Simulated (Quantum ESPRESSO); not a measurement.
# MgO (Periclase): third-order response, part 2 of 3

Aim: Raman and infrared lines of MgO (Periclase).

Quantum ESPRESSO 8.0 development, patched; DFT LDA, scalar-relativistic, plane waves, PseudoDojo norm-conserving pseudopotentials.

So far. Step 2 (A probe with smearing): A gap of 4.7 eV opens on this mesh, so the crystal is taken as an insulator; the start stands at -6.5 GPa. Step 4 (Ground state): The cell stands at -0.064 GPa, close enough for phonons. The relaxed cell has a = 4.160 Å (conventional setting).

The database entry behind the starting cell differs from later determinations by our own check (about 0.1 % long), so it need not match the best structure at ambient conditions.

## 5. Zone-centre response

At q = 0 one unit cell holds all displacements; symmetry groups them into irreducible representations that are solved one by one. The response to a field gives ε∞ and the Born charges, which polar modes need. Third-order response adds the Raman tensors.

File ph.in:

```
phonons
&inputph
   prefix = 'x'
   outdir = './tmp'
   fildyn = 'g.dyn'
   tr2_ph = 1.0d-18
   epsil = .true.
   lraman = .true.
   elop = .true.
/
0.000000000000 0.000000000000 0.000000000000
```

On the command line:

```console
$ OMP_NUM_THREADS=1 mpirun -n 4 ph.x -nk 4 -in ph.in > ph.out
```

The program printed:

```text
[banners, grids, parts of the stress and lines that vanish by symmetry left out]
[banner, memory and clock lines left out]
Program PHONON v.8.0dev

     Dynamical matrices for q-points given in input
     (   1q-points):
       N         xq(1)         xq(2)         xq(3)
       1   0.000000000   0.000000000   0.000000000

     ./tmp/x.save/

     IMPORTANT: XC functional enforced from input :
     Exchange-correlation= PW
                           (   1   4   0   0   0   0   0)
     Any further DFT definition will be discarded
     Please, verify this is what you really want

     G-vector sticks info

     Reading collected, re-writing distributed wavefunctions in ./tmp/

     Number and degeneracy of irreps per q-point
       N         xq(1)         xq(2)         xq(3)   N irreps
       1   0.000000000   0.000000000   0.000000000       2
        3   3

     Calculation of q =    0.0000000   0.0000000   0.0000000

     phonons

     bravais-lattice index     =            0
     lattice parameter (alat)  =       5.5592  a.u.
     unit-cell volume          =     121.4838 (a.u.)^3
     number of atoms/cell      =            2
     number of atomic types    =            2
     kinetic-energy cut-off    =      84.0000  Ry
     charge density cut-off    =     336.0000  Ry
     convergence threshold     =      1.0E-18
     beta                      =       0.7000
     number of iterations used =            4
     Exchange-correlation= PW
                           (   1   4   0   0   0   0   0)

     celldm(1)=    5.55919  celldm(2)=    0.00000  celldm(3)=    0.00000
     celldm(4)=    0.00000  celldm(5)=    0.00000  celldm(6)=    0.00000

     crystal axes: (cart. coord. in units of alat)
               a(1) = ( -0.7071  0.0000  0.7071 )
               a(2) = (  0.0000  0.7071  0.7071 )
               a(3) = ( -0.7071  0.7071  0.0000 )

     reciprocal axes: (cart. coord. in units 2 pi/alat)
               b(1) = ( -0.7071 -0.7071  0.7071 )
               b(2) = (  0.7071  0.7071  0.7071 )
               b(3) = ( -0.7071  0.7071 -0.7071 )

     Atoms inside the unit cell:

     Cartesian axes

     site n.  atom      mass           positions (alat units)
        1  Mg     24.3050   tau(    1) = (    0.00000    0.00000    0.00000  )
        2  O      15.9990   tau(    2) = (   -0.70711    0.70711    0.70711  )

     Computing dynamical matrix for
                    q = (   0.0000000   0.0000000   0.0000000 )

     49 Sym.Ops. (with q -> -q+G )

     G cutoff =  263.0279  (  12627 G-vectors)     FFT grid: ( 36, 36, 36)
     number of k points=    72
                       cart. coord. in units 2pi/alat
        k(    1) = (   0.0000000   0.0000000   0.0000000), wk =   0.0011574
        k(    2) = (  -0.0589256   0.0589256  -0.0589256), wk =   0.0092593
        k(    3) = (  -0.1178511   0.1178511  -0.1178511), wk =   0.0092593
        [... further k-points left out ...]

     PseudoPot. # 1 for Mg read from file:
     ./pseudo/Mg.upf
     Pseudo is Norm-conserving, Zval = 10.0

     PseudoPot. # 2 for O  read from file:
     ./pseudo/O.upf
     Pseudo is Norm-conserving + core correction, Zval =  6.0

     Mode symmetry, O_h (m-3m)  point group:

     Electric field:
     Dielectric constant
     Born effective charges as d Force / d E
     Raman tensor
     Electro-optic tensor

     Atomic displacements:
     There are    2 irreducible representations

     Representation     1      3 modes -  To be done

     Representation     2      3 modes -  To be done

     Alpha used in Ewald sum =   2.8000

     Electric Fields Calculation

     The passes end when |ddv_scf|^2 is under  1.2E-19 (on this mesh; tr2_ph alone asks  1.0E-18)

      iter #   1   av.it.:   6.1
      thresh= 1.000E-02 alpha_mix =  0.700 |ddv_scf|^2 =  1.726E-08

      [... iterations left out ...]
      iter #   7   av.it.:  12.1
      thresh= 1.534E-10 alpha_mix =  0.700 |ddv_scf|^2 =  4.521E-20

     End of electric fields calculation

          Dielectric constant in cartesian axis

          (       3.172298737       0.000000000      -0.000000000 )
          (       0.000000000       3.172298737       0.000000000 )
          (      -0.000000000       0.000000000       3.172298737 )

          Effective charges (d Force / dE) in cartesian axis without acoustic sum rule applied (asr)

           atom    1  Mg    Mean Z*:        1.97178
      Ex  (        1.97178       -0.00000        0.00000 )
      Ey  (       -0.00000        1.97178       -0.00000 )
      Ez  (        0.00000       -0.00000        1.97178 )
           atom    2  O     Mean Z*:       -1.97179
      Ex  (       -1.97179       -0.00000       -0.00000 )
      Ey  (       -0.00000       -1.97179        0.00000 )
      Ez  (       -0.00000        0.00000       -1.97179 )

          Effective charges Sum: Mean:       -0.00001
             -0.00001       -0.00000       -0.00000
             -0.00000       -0.00001        0.00000
              0.00000        0.00000       -0.00001

          Effective charges (d Force / dE) in cartesian axis with asr applied:
           atom    1  Mg    Mean Z*:        1.97178
      E*x (        1.97178       -0.00000        0.00000 )
      E*y (        0.00000        1.97178       -0.00000 )
      E*z (        0.00000       -0.00000        1.97178 )
           atom    2  O     Mean Z*:       -1.97178
      E*x (       -1.97178        0.00000       -0.00000 )
      E*y (       -0.00000       -1.97178        0.00000 )
      E*z (       -0.00000        0.00000       -1.97178 )

     Calling punch_plot_e
     Writing on file  drho

     Computing Pc [DH,Drho] |psi>

     Derivative coefficient:  0.001000    Threshold: 1.00E-12
     Non-scf  u_k: avg # of iterations = 14.0
     Non-scf Du_k: avg # of iterations = 26.3

          Dielectric constant from finite-differences

          (       3.172254193       0.000000000       0.000000000 )
          (       0.000000000       3.172254193      -0.000000000 )
          (       0.000000000      -0.000000000       3.172254193 )

              Electro-optic tensor is defined as
            the derivative of the dielectric tensor
              with respect to one electric field
                 units are Rydberg a.u.

            to obtain the static chi^2 multiply by 1/2

            to convert to pm/Volt multiply per 2.7502

          Electro-optic tensor in cartesian axis:

          (       0.000000000      -0.000000000      -0.000000000 )
          (      -0.000000000       0.000000000       0.000000000 )
          (       0.000000000       0.000000000      -0.000000000 )

          (       0.000000000       0.000000000       0.000000000 )
          (       0.000000000       0.000000000       0.000000000 )
          (      -0.000000000      -0.000000000      -0.000000000 )

          (      -0.000000000       0.000000000       0.000000000 )
          (      -0.000000000       0.000000000      -0.000000000 )
          (       0.000000000       0.000000000       0.000000000 )

          Electro-optic tensor: contribution #   1

          (       0.000000000       0.000000000      -0.000000000 )
          (       0.000000000       0.000000000       0.000000000 )
          (      -0.000000000       0.000000000      -0.000000000 )

          (      -0.000000000      -0.000000000       0.000000000 )
          (      -0.000000000      -0.000000000       0.000000000 )
          (      -0.000000000       0.000000000      -0.000000000 )

          (       0.000000000       0.000000000      -0.000000000 )
          (       0.000000000       0.000000000       0.000000000 )
          (      -0.000000000      -0.000000000      -0.000000000 )

          Electro-optic tensor: contribution #   2

          (      -0.000000000       0.000000000       0.000000000 )
          (      -0.000000000      -0.000000000       0.000000000 )
          (      -0.000000000       0.000000000      -0.000000000 )

          (      -0.000000000       0.000000000      -0.000000000 )
          (       0.000000000       0.000000000       0.000000000 )
          (      -0.000000000      -0.000000000      -0.000000000 )

          (       0.000000000      -0.000000000       0.000000000 )
          (      -0.000000000      -0.000000000       0.000000000 )
          (      -0.000000000       0.000000000      -0.000000000 )

     Computing Second order response

      iter #   1   av.it.:   8.0
      thresh= 1.000E-02 alpha_mix =  0.700 |ddv_scf|^2 =  3.852E-08

      [... iterations left out ...]
      iter #   9   av.it.:  12.7
      thresh= 2.642E-11 alpha_mix =  0.700 |ddv_scf|^2 =  5.708E-21

          Raman tensor (au^-1) in cartesian axis

           atom      1
          (      -0.000000000       0.000000000      -0.000000000 )
          (       0.000000000       0.000000000      -0.000000000 )
          (       0.000000000       0.000000000      -0.000000000 )

          (      -0.000000000       0.000000000      -0.000000000 )
          (      -0.000000000       0.000000000      -0.000000000 )
          (      -0.000000000       0.000000000      -0.000000000 )

          (       0.000000000      -0.000000000       0.000000000 )
          (       0.000000000       0.000000000      -0.000000000 )
          (       0.000000000       0.000000000       0.000000000 )

           atom      2
          (      -0.000000000      -0.000000000      -0.000000000 )
          (      -0.000000000      -0.000000000      -0.000000000 )
          (       0.000000000      -0.000000000       0.000000000 )

          (       0.000000000       0.000000000      -0.000000000 )
          (       0.000000000       0.000000000       0.000000000 )
          (       0.000000000       0.000000000      -0.000000000 )

          (      -0.000000000      -0.000000000      -0.000000000 )
          (      -0.000000000      -0.000000000      -0.000000000 )
          (       0.000000000      -0.000000000      -0.000000000 )

     Raman tensor (A^2)

     atom #    1    pol.  1
     -0.397504442478E-23      0.816451033305E-23     -0.108365318966E-22
      0.605328341864E-23      0.974793051885E-23     -0.291943096758E-23
      0.816451033305E-23      0.552547669004E-23     -0.714188479638E-23
     atom #    1    pol.  2
     -0.208648597400E-22      0.605328341864E-23     -0.171702126398E-22
     -0.450285115338E-23      0.552547669004E-23     -0.714188479638E-23
[...]
atom #    1    pol.  3
[...]
atom #    2    pol.  1
[...]
atom #    2    pol.  2
[...]
atom #    2    pol.  3
[...]
0.123323279185E-22     -0.193360757976E-22     -0.256697565408E-22

     Representation #   1 modes #   1   2   3

     Self-consistent Calculation

     The passes end when |ddv_scf|^2 is under  1.2E-19 (on this mesh; tr2_ph alone asks  1.0E-18)

      iter #   1   av.it.:   7.0
      thresh= 1.000E-02 alpha_mix =  0.700 |ddv_scf|^2 =  1.123E-06

      [... iterations left out ...]
      iter #   7   av.it.:  12.5
      thresh= 4.576E-10 alpha_mix =  0.700 |ddv_scf|^2 =  9.026E-20

     End of self-consistent calculation

     Convergence has been achieved

     Representation #   2 modes #   4   5   6

     Self-consistent Calculation

     The passes end when |ddv_scf|^2 is under  1.2E-19 (on this mesh; tr2_ph alone asks  1.0E-18)

      iter #   1   av.it.:   7.9
      thresh= 1.000E-02 alpha_mix =  0.700 |ddv_scf|^2 =  4.369E-06

      [... iterations left out ...]
      iter #   8   av.it.:  12.4
      thresh= 1.764E-10 alpha_mix =  0.700 |ddv_scf|^2 =  5.470E-21

     End of self-consistent calculation

     Convergence has been achieved

     Number of q in the star =    1
     List of q in the star:
          1   0.000000000   0.000000000   0.000000000

          Dielectric constant in cartesian axis

          (       3.172298737       0.000000000      -0.000000000 )
          (       0.000000000       3.172298737       0.000000000 )
          (      -0.000000000       0.000000000       3.172298737 )

          Effective charges (d Force / dE) in cartesian axis without acoustic sum rule applied (asr)

           atom    1  Mg    Mean Z*:        1.97178
      Ex  (        1.97178       -0.00000        0.00000 )
      Ey  (       -0.00000        1.97178       -0.00000 )
      Ez  (        0.00000       -0.00000        1.97178 )
           atom    2  O     Mean Z*:       -1.97179
      Ex  (       -1.97179       -0.00000       -0.00000 )
      Ey  (       -0.00000       -1.97179        0.00000 )
      Ez  (       -0.00000        0.00000       -1.97179 )

          Effective charges Sum: Mean:       -0.00001
             -0.00001       -0.00000       -0.00000
             -0.00000       -0.00001        0.00000
              0.00000        0.00000       -0.00001

          Effective charges (d Force / dE) in cartesian axis with asr applied:
           atom    1  Mg    Mean Z*:        1.97178
      E*x (        1.97178       -0.00000        0.00000 )
      E*y (        0.00000        1.97178       -0.00000 )
      E*z (        0.00000       -0.00000        1.97178 )
           atom    2  O     Mean Z*:       -1.97178
      E*x (       -1.97178        0.00000       -0.00000 )
      E*y (       -0.00000       -1.97178        0.00000 )
      E*z (       -0.00000        0.00000       -1.97178 )

     Diagonalizing the dynamical matrix

     q = (    0.000000000   0.000000000   0.000000000 )

 **************************************************************************
     freq (    1) =       0.090893 [THz] =       3.031849 [cm-1]
     freq (    2) =       0.090893 [THz] =       3.031849 [cm-1]
     freq (    3) =       0.090893 [THz] =       3.031849 [cm-1]
     freq (    4) =      12.266641 [THz] =     409.171100 [cm-1]
     freq (    5) =      12.266641 [THz] =     409.171100 [cm-1]
     freq (    6) =      12.266641 [THz] =     409.171100 [cm-1]
 **************************************************************************

     Mode symmetry, O_h (m-3m)  point group:

     freq (   1-   3) =          3.0  [cm-1]   --> T_1u G_15  G_4- I
     freq (   4-   6) =        409.2  [cm-1]   --> T_1u G_15  G_4- I
```

Wall time 4.6 min (4 MPI ranks of Intel Xeon at 2.70GHz, shared host); 18 min of CPU time.

This step gave:

```yaml
miss_of_the_charge_sum_rule: 1.00e-5 e
largest_acoustic_frequency_at_the_zone_centre_before_the_sum_rule: 3.03 cm⁻¹
highest_optical_zone_centre_mode_no_lo_to_term: 409.2 cm⁻¹
lowest_optical_zone_centre_mode: 409.2 cm⁻¹
mean_high_frequency_dielectric_constant: 3.172
largest_born_charge_in_size_third_of_the_trace: 1.972 e
```

Born charge (rows field, columns displacement), before the sum rule (e), principal values of the symmetric part by kind of site:

```
atom  atoms with these values    low  middle   high   mean
 Mg1                        1   1.97    1.97   1.97   1.97
  O2                        1  -1.97   -1.97  -1.97  -1.97
```

In full for Mg1:

```
1.97 0.00 0.00
0.00 1.97 0.00
0.00 0.00 1.97
```

High-frequency dielectric tensor:

```
3.17 0.00 0.00
0.00 3.17 0.00
0.00 0.00 3.17
```

The acoustic modes at Γ come out as far as 3.0 cm⁻¹ from zero, where they should vanish, a small numerical error; the Born charges miss their sum rule by 1.0e-5 e, which is good.

## 6. Zone-centre analysis

A rigid shift of the crystal must cost nothing, but grids and finite bases break this; the acoustic sum rule is imposed before the matrix is diagonalised again. With Born charges the intensities follow, and the static dielectric tensor.

File dynmat.in:

```
&input
   fildyn = 'g.dyn'
   asr = 'simple'
   fileig = 'dynmat.eig'
   lperm = .true.
/
```

On the command line:

```console
$ dynmat.x -in dynmat.in > dynmat.out
```

The program printed:

```text
[banner, memory and clock lines left out]
Program DYNMAT v.8.0dev

     Reading Dynamical Matrix from file g.dyn
     ...Force constants read
     ...epsilon and Z* read
     ...Raman cross sections read
     A direction for q was not specified:TO-LO splitting will be absent

     Polarizability (A^3 units)
     multiply by 0.580013 for Clausius-Mossotti correction (not under assume_isolated = 'mt')
         3.111942    0.000000   -0.000000
         0.000000    3.111942    0.000000
        -0.000000    0.000000    3.111942

     IR activities are in (D/A)^2/amu units

# mode   [cm-1]    [THz]      IR
    1     -0.00   -0.0000    0.0000
    2     -0.00   -0.0000    0.0000
    3     -0.00   -0.0000    0.0000
    4    409.16   12.2664    9.2971
    5    409.16   12.2664    9.2971
    6    409.16   12.2664    9.2971

Electronic dielectric permittivity tensor (relative, adimensional)
         3.172299    0.000000   -0.000000
         0.000000    3.172299    0.000000
        -0.000000    0.000000    3.172299

 ... with zone-center polar mode contributions
         9.751707    0.000000    0.000000
         0.000000    9.751707    0.000000
         0.000000    0.000000    9.751707
```

Run time: 0.67 s. Hardware: 1 thread.

Read from the output:

```
mean static dielectric constant : 9.752
```

Unit eigenvectors of the mass-weighted matrix after the sum rule; no LO-TO term. The modes at Γ (shares of kinetic energy by element, %):

```
mode  frequency (cm⁻¹)  symmetry  Mg %  O %
   1               0.0  acoustic    60   40
   2               0.0  acoustic    60   40
   3               0.0  acoustic    60   40
   4             409.2       T1u    40   60
   5             409.2       T1u    40   60
   6             409.2       T1u    40   60
```

Displacements in mode 5 (409.2 cm⁻¹), the largest set to 1:
```
Mg1  0.00  0.00 -0.66
O2   0.00  0.00  1.00
```

Degenerate modes summed, no LO-TO term. Infrared lines, with heights relative to the strongest:

```
position (cm⁻¹)  lines merged  label  IR intensity, relative
            409             3    T1u                     100
```

Static dielectric tensor (ions relaxed, fixed cell):

```
9.75 0.00 0.00
0.00 9.75 0.00
0.00 0.00 9.75
```

The rule moves no optical mode by more than 0.1 cm⁻¹.

[end of part 2 of 3]

[Host names and launcher messages were left out of these logs when they were recorded.]

[Logs are printed without paths, hosts, clocks, repeated set-up lines and the standing remarks that a program may print on its own settings, such as how far it seeks lower states.]

[Hosts, paths, dates, database ids (printed as entryN), source tags and the programs' standing remarks are cut or masked in the printed files.]
